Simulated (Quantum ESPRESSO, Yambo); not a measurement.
# Quasiparticle gap of SiH2C (chair-type functionalised monolayer) in Yambo, part 3 of 3

How does a plane-wave GW calculation on SiH2C (chair-type functionalised monolayer) run from the first input to the gap?

Quantum ESPRESSO 7.5 and Yambo 5.3.0; PBE and many-body steps on it, plane waves. Known limits of the many-body steps: not at the basis limit.

So far. Step 3 (Bands along the symmetry lines): The gap is 4.049 eV, as in the run before at this level. Step 4 (Empty states on the mesh, 9×9×1 mesh, 91 bands): On this mesh the gap is 4.049 eV.

### 6. Screening and self-energy, 9×9×1 mesh, 91 bands, screening to 142.9 eV

G0W0 replaces the xc potential by the self-energy, built once from these orbitals. Only a window of levels is corrected, while the sums run over the empty bands that the input names.

This step: G0W0 on PBE, plane waves, norm-conserving pseudopotentials.

gw1.in reads:

```
HF_and_locXC
gw0
dyson
ppa
em1d
rim_cut
rim_w
RandQpts= 3000000
RandGvec= 100 RL
CUTGeo= "slab z"
RandGvecW= 9 RL
EXXRLvcs= 74 Ry
VXCRLvcs= 296 Ry
Chimod= "HARTREE"
% BndsRnXp
 1 | 91 |
%
NGsBlkXp= 10.5 Ry
% LongDrXp
 1 | 1 | 0 |
%
% GbndRnge
 1 | 91 |
%
DysSolver= "n"
ExtendOut
PPAPntXp= 27.21138 eV
% QPkrange
 1 | 12 | 3 | 9 |
%
```

The run is started by

```sh
$ OMP_NUM_THREADS=1 mpirun -n 4 yambo -F gw1.in -J gw1 -C gw1 > gw1.log
```

The log of the run:

```text
 Yambo, version 5.3.0

 [02] CORE Variables Setup
 =========================

  [... cell, symmetries and grids as in the set-up ...]

  [02.05] Energies & Occupations
  ==============================

  [X] === General ===
  [X] Electronic Temperature                        :  0.000000  0.000000 [eV K]
  [X] Bosonic    Temperature                        :  0.000000  0.000000 [eV K]
  [X] Finite Temperature mode                       : no
  [X] El. density                                   :  0.78904E+23 [cm-3]
  [X] Fermi Level                                   : -2.756984 [eV]

  [X] === Gaps and Widths ===
  [X] Conduction Band Min                           :  4.049283 [eV]
  [X] Valence Band Max                              :  0.000000 [eV]
  [X] Filled Bands                                  :   5
  [X] Empty Bands                                   :    6   91
  [X] Direct Gap                                    :  4.049283 [eV]
  [X] Direct Gap localized at k                     :  1
  [X] Indirect Gap                                  :  4.049283 [eV]
  [X] Indirect Gap between kpts                     :  1  1
  [X] Last valence band width                       :  2.145330 [eV]
  [X] 1st conduction band width                     :  1.735607 [eV]

 [03] Transferred momenta grid and indexing
 ==========================================

 IBZ Q-points                                      :  12
 BZ  Q-points                                      :   81

 K/Q-points units:
 rlu = crystal or reduced units; cc = cartesian coordinates; iku = interal k-units

 Q [ 1]         [rlu]:  0.000000  0.000000  0.000000
 Q [ 2]         [rlu]: -0.35634E-17  0.11111       0.0000
 Q [ 3]         [rlu]: -0.71267E-17  0.22222       0.0000
 Q [ 4]         [rlu]: -0.10690E-16  0.33333       0.0000
 Q [ 5]         [rlu]: -0.14253E-16  0.44444       0.0000
 Q [ 6]         [rlu]:  0.111111  0.111111  0.000000
 Q [ 7]         [rlu]:  0.111111  0.222222  0.000000
 Q [ 8]         [rlu]:  0.111111  0.333333  0.000000
 Q [ 9]         [rlu]:  0.111111  0.444444  0.000000
 Q [10]         [rlu]:  0.222222  0.222222  0.000000
 Q [11]         [rlu]:  0.222222  0.333333  0.000000
 Q [12]         [rlu]:  0.333333  0.333333  0.000000

 [04] Coloumb potential Random Integration (RIM)
 ===============================================

 Performing RIM of v_slab

  [04.01] RIM initialization
  ==========================

  * Diagonal components only detected *

  8 x (sBL volume)        :  0.028645 [a.u.]
  sBZ random points       :  3000000
  Points outside the sBZ  :  24001124
  RL volume               :  0.290029 [a.u.]
  Integrated volume       :  0.290015 [a.u.]

  [04.02] RIM integrals
  =====================

  Gamma point sphere radius             :  0.032068 [a.u.]
  Points outside the sphere             :  2398760
  [Int_sBZ(q=0) 1/q^2]*(Vol_sBZ)^(-1/3) =:  7.335629
                                 should be <:  7.795600

  Summary of Coulomb integrals for non-metallic bands |Q|[au] RIM/Bare

  Q [1] 0.100000E-4 0.940996 * Q [2] 0.136574 0.934517
  Q [6] 0.236553 1.002912 * Q [3] 0.273148 1.009558
  Q [7] 0.361341 1.013078 * Q [4] 0.409722 1.012188
  Q [10] 0.473106 1.010350 * Q [8] 0.492424 1.009807
  Q [5] 0.546296 1.008352 * Q [11] 0.595312 1.007187
  Q [9] 0.625860 1.006575 * Q [12] 0.709659 1.005169
  Non-periodic chartesian directions : none
  Optical renormalization            :  28.34589 [au]
  Polarizability dimension           : length

 [05] Coloumb potential CutOffslab
 =================================

 Cut directionsZ
 Slab Cutoff:Z
 Symmetry test passed : yes

 [06] Dipoles
 ============

  [06.01] Setup: observables and procedures
  =========================================

 [07] Dynamic Dielectric Matrix (PPA)
 ====================================

 [WR./gw1//ndb.pp]---------------------------------------------------------------
  Brillouin Zone Q/K grids (IBZ/BZ)                :   12   81   12   81
  RL vectors                                       :  11357 [WF]
  Coulomb cutoff potential                         : slab z
  Electronic Temperature                           :  0.000000 [K]
  Bosonic    Temperature                           :  0.000000 [K]
  PPA    diel. fun.  energies                      : Perdew, Burke & Ernzerhof(X)+Perdew, Burke & Ernzerhof(C)
  wavefunctions                                    : Perdew, Burke & Ernzerhof(X)+Perdew, Burke & Ernzerhof(C)
  Global Gauge                                     : length
  X matrix size                                    :   431
  X band range                                     :    1   91
  X e/h energy range                               : -1.000000 -1.000000 [eV]
  X Time ordering                                  : R
  X Hxc Kernel                                     : HARTREE
  X Drude frequency                                :  0.000000  0.000000
  X poles                                          :  100.0000 [o/o]
  RL vectors in the sum                            :  11357
  [r,Vnl] included                                 : yes
  Field direction                                  :  0.707107E-5  0.707107E-5   0.00000
  BZ energy Double Grid                            : no
  BZ energy DbGd points                            : 0
  BZ Q point size factor                           : -1.000000
  X Optical Averaged directions                    : none

 [08] Local Exchange-Correlation + Non-Local Fock
 ================================================

 [VXC] Plane waves :   73325
 [EXS] Plane waves :   9077

 QP @ state[ 1 ] K range:   1  12
 QP @ state[ 1 ] b range:   3   9

 [xc] Functional : Perdew, Burke & Ernzerhof(X)+Perdew, Burke & Ernzerhof(C)
 [xc] LIBXC used to calculate xc functional
  PP Number of Atomic Species                      :  3
  NLCC RL compoments                               :   73325
  PP Number of Atomic Species                      :  3
  NLCC RL compoments                               :   73325

 [xc] E_xc :  -3.704497 [Ha]
      E_xc :  -7.408994 [Ry]

  Local XC kind (lXC) : Perdew, Burke & Ernzerhof(X)+Perdew, Burke & Ernzerhof(C)
  Non-Local XC kind (nlXC) : Hartree-Fock

  Corrections @ K [1] :  [eV]
 <3|nlXC|3> = -16.23601 -0.76740E-18 <3|lXC|3> = -11.91882  0.47204E-16
 <4|nlXC|4> = -17.54738 -0.29487E-17 <4|lXC|4> = -14.69162 -0.37763E-15
 <5|nlXC|5> = -17.54738 -0.18771E-17 <5|lXC|5> = -14.69162 -0.18882E-15
 <6|nlXC|6> = -1.484811 -0.96943E-19 <6|lXC|6> = -3.851497 -0.47204E-16
 <7|nlXC|7> = -0.741036  0.14145E-19 <7|lXC|7> = -2.141328  0.10260E-22
 <8|nlXC|8> = -6.611101 -0.89508E-18 <8|lXC|8> = -11.52395  0.18882E-15
 <9|nlXC|9> = -1.098300 -0.19767E-18 <9|lXC|9> = -2.614658 -0.23602E-16

  Corrections @ K [2] :  [eV]
 <3|nlXC|3> = -16.37669  0.16110E-16 <3|lXC|3> = -12.07483 -0.13689E-29
 <4|nlXC|4> = -17.26965 -0.74880E-17 <4|lXC|4> = -14.09591 -0.47815E-31
 <5|nlXC|5> = -17.46879 -0.36339E-17 <5|lXC|5> = -14.51992  0.63068E-31
[...]
Corrections @ K [3] :  [eV]
[...]
Corrections @ K [4] :  [eV]
[...]
Corrections @ K [5] :  [eV]
[...]
[... 6 further k-points ...]
  Corrections @ K [12] :  [eV]
[...]
<5|nlXC|5> = -16.40856  0.25132E-17 <5|lXC|5> = -12.19198 -0.14161E-15
 <6|nlXC|6> = -4.210180 -0.11508E-17 <6|lXC|6> = -8.844707  0.70806E-16
 <7|nlXC|7> = -3.839378  0.76497E-20 <7|lXC|7> = -8.505964 -0.94408E-16
 <8|nlXC|8> = -3.726660  0.12780E-17 <8|lXC|8> = -8.433614 -0.47204E-16
 <9|nlXC|9> = -2.259531 -0.60568E-19 <9|lXC|9> = -6.005763 -0.70806E-16

  [08.01] Hartree-Fock occupations report
  =======================================

  [Hartree-Fock] === General ===
  [Hartree-Fock] Electronic Temperature             :  0.000000  0.000000 [eV K]
  [Hartree-Fock] Bosonic    Temperature             :  0.000000  0.000000 [eV K]
  [Hartree-Fock] Finite Temperature mode            : no
  [Hartree-Fock] El. density                        :  0.78904E+23 [cm-3]
  [Hartree-Fock] Fermi Level                        : -2.756984 [eV]

  [Hartree-Fock] === Gaps and Widths ===
  [Hartree-Fock] Conduction Band Min                :  6.415969 [eV]
  [Hartree-Fock] Valence Band Max                   : -2.855759 [eV]
  [Hartree-Fock] Filled Bands                       :   5
  [Hartree-Fock] Empty Bands                        :    6   91
  [Hartree-Fock] Direct Gap                         :  9.271728 [eV]
  [Hartree-Fock] Direct Gap localized at k          :  1
  [Hartree-Fock] Indirect Gap                       :  9.271728 [eV]
  [Hartree-Fock] Indirect Gap between kpts          :  1  1
  [Hartree-Fock] Last valence band width            :  3.506147 [eV]
  [Hartree-Fock] 1st conduction band width          :  3.971453 [eV]

 [09] Dyson equation: Newton solver
 ==================================

  [09.01] RIM-W interpolation
  ===========================

  [WARNING] RIM-W works only for 2D semiconductors with slab cutoff
  Found compatible q grid: 2D
  q_min[ 1 ]:  0.11111      0.36545E-11   0.0000     [rlu]
   0.111111  0.055556  0.000000 [iku]
  q_min[ 2 ]:  0.35634E-17  0.11111       0.0000     [rlu]
   0.82152E-11  0.11111       0.0000     [iku]
  G-vectors :   9
  G-vectors loaded:   61
  Number of interpolated frequencies:  2

  Evaluating coefficients q = 0
  Evaluating coefficients q = 0

  [09.02] RIM-W integrals
  =======================

  8 x (sBL volume)        :  0.028645 [a.u.]
  sBZ random points       :  3000000
  Points outside the sBZ  :  24001124
  RL volume               :  0.290029 [a.u.]
  Integrated volume       :  0.290015 [a.u.]

  [09.03] RIM integrals
  =====================

  Comparison between head Wc = W - v averages: < Wc > [au] RIM-W/RIM

   < -Wc [Q = 1] > 0.122347E-1 0.798202E-5 * < -Wc [Q = 2] > 0.003241 0.003137
   < -Wc [Q = 3] > 0.695951E-3 0.685185E-3 * < -Wc [Q = 4] > 0.250563E-3 0.247965E-3
   < -Wc [Q = 5] > 0.117182E-3 0.116374E-3 * < -Wc [Q = 6] > 0.985818E-3 0.968967E-3
   < -Wc [Q = 7] > 0.348808E-3 0.345142E-3 * < -Wc [Q = 8] > 0.156071E-3 0.155031E-3
   < -Wc [Q = 9] > 0.817481E-4 0.813739E-4 * < -Wc [Q = 10] > 0.175059E-3 0.174004E-3
   < -Wc [Q = 11] > 0.950740E-4 0.947134E-4 * < -Wc [Q = 12] > 0.588491E-4 0.587019E-4

  Comparison between head Wc = W - v averages: < Wc > [au] RIM-W/RIM

   < -Wc [G = 1,G`=0] > 0.122347E-1 0.798202E-5 * < -Wc [G = 2,G`=0] >-0.987726E-3  0.00000
   < -Wc [G = 3,G`=0] >-0.987699E-3  0.00000 * < -Wc [G = 4,G`=0] > 0.432655E-4  0.00000
   < -Wc [G = 5,G`=0] > 0.432623E-4  0.00000 * < -Wc [G = 6,G`=0] > 0.100200E-5  0.00000
   < -Wc [G = 7,G`=0] > 0.100664E-5  0.00000 * < -Wc [G = 8,G`=0] >-0.319284E-5  0.00000
   < -Wc [G = 9,G`=0] >-0.319321E-5  0.00000

 [10] G0W0 (W PPA)
 =================

 [  GW  ] Bands range     :    1   91
 [GW/PPA] G damping       :  0.100000 [eV]

 QP @ state[ 1 ] K range:   1  12
 QP @ state[ 1 ] b range:   3   9

  Sc/G bands                                       :    1   91
  Sc/G damping                                     :  0.100000 ev
  Sc bands terminator                              : no
  Sx RL components                                 :   9077

  QP @ state[ 1 ] K range                          :   1  12
  QP @ state[ 1 ] b range                          :   3   9
  GF energies kind                                 : Perdew, Burke & Ernzerhof(X)+Perdew, Burke & Ernzerhof(C)
  GF WF`s kind                                     : Perdew, Burke & Ernzerhof(X)+Perdew, Burke & Ernzerhof(C)
  Xs energies kind                                 : Perdew, Burke & Ernzerhof(X)+Perdew, Burke & Ernzerhof(C)
  Xs WF`s kind                                     : Perdew, Burke & Ernzerhof(X)+Perdew, Burke & Ernzerhof(C)

 [14] Game Over & Game summary
```

It took 22 min on 4 MPI ranks of Arm Neoverse V1, shared host; peak memory 2.2 GiB.

Numbers from this step:

- G0W0 gap on the mesh: 5.648 eV
- starting gap on the mesh: 4.049 eV
- k of the valence top: 0, 0, 0
- k of the conduction bottom: 0, 0, 0
- least direct G0W0 gap on the computed points: 5.648 eV
- Z at the valence top: 0.8043
- Z at the conduction bottom: 0.9055

The gap on the mesh goes from 4.05 eV to 5.65 eV, a correction of +1.60 eV.

Limits: finite bands, cutoff and mesh. v1 is the top filled band, c1 the lowest empty one. The levels before and after the correction (eV, zero at the valence-band top of each column):

```csv
,conduction bottom,valence top
Kohn-Sham,4.05,0.00
G0W0,5.65,0.00
```

```csv
,level,energy (eV)
Kohn-Sham,Γ v3,-2.353
Kohn-Sham,Γ v2-v1,0.000
Kohn-Sham,Γ c1,4.049
Kohn-Sham,Γ c2,5.218
Kohn-Sham,Γ c3,5.724
Kohn-Sham,Γ c4,6.359
G0W0,Γ v3,-3.403
G0W0,Γ v2-v1,0.000
G0W0,Γ c1,5.648
G0W0,Γ c2,6.434
G0W0,Γ c3,8.011
G0W0,Γ c4,7.625
```

### 7. Where the time went

Times are wall times on the hardware named with each run, good to a factor of about two.

```csv
step,time,share,memory (GiB)
ground state,11 s,1 %,0.39
bands along the symmetry lines,6.8 s,0 %,0.31
empty states on the mesh,20 s,1 %,0.56
conversion and set-up,3 s,0 %,0.25
screening and self-energy,22 min,97 %,2.2
```

### 8. What came out

```json
{
  "PBE gap": "4.05 eV, direct",
  "G0W0 gap on the mesh": "5.65 eV",
  "GW settings": "9×9×1 mesh, 91 bands, screening to 142.9 eV, Godby-Needs plasmon pole",
  "known limits": "not at the basis limit"
}
```

In words: G0W0 moves the gap on the mesh from 4.05 eV to 5.65 eV (+1.60 eV), with Z of 0.80 and 0.91 at the edges. The dearest step here is «screening and self-energy». Bands and cutoff are finite, so the gap is not at the basis limit. The miss can reach some tenths of an eV and take either sign; the mesh is an error of its own.

[Paths, hosts, dates, memory and timing lines, banners, echoed tables and standing remarks are left out of the program output.]

[Logs are printed without paths, hosts, clocks, repeated set-up lines and the standing remarks that a program may print on its own settings, such as how far it seeks lower states.]

[Runs of the session that timed out or met a known fault of the program may be left out.]

[Hosts, paths, dates, database ids (printed as entryN), source tags and the programs' standing remarks are cut or masked in the printed files.]
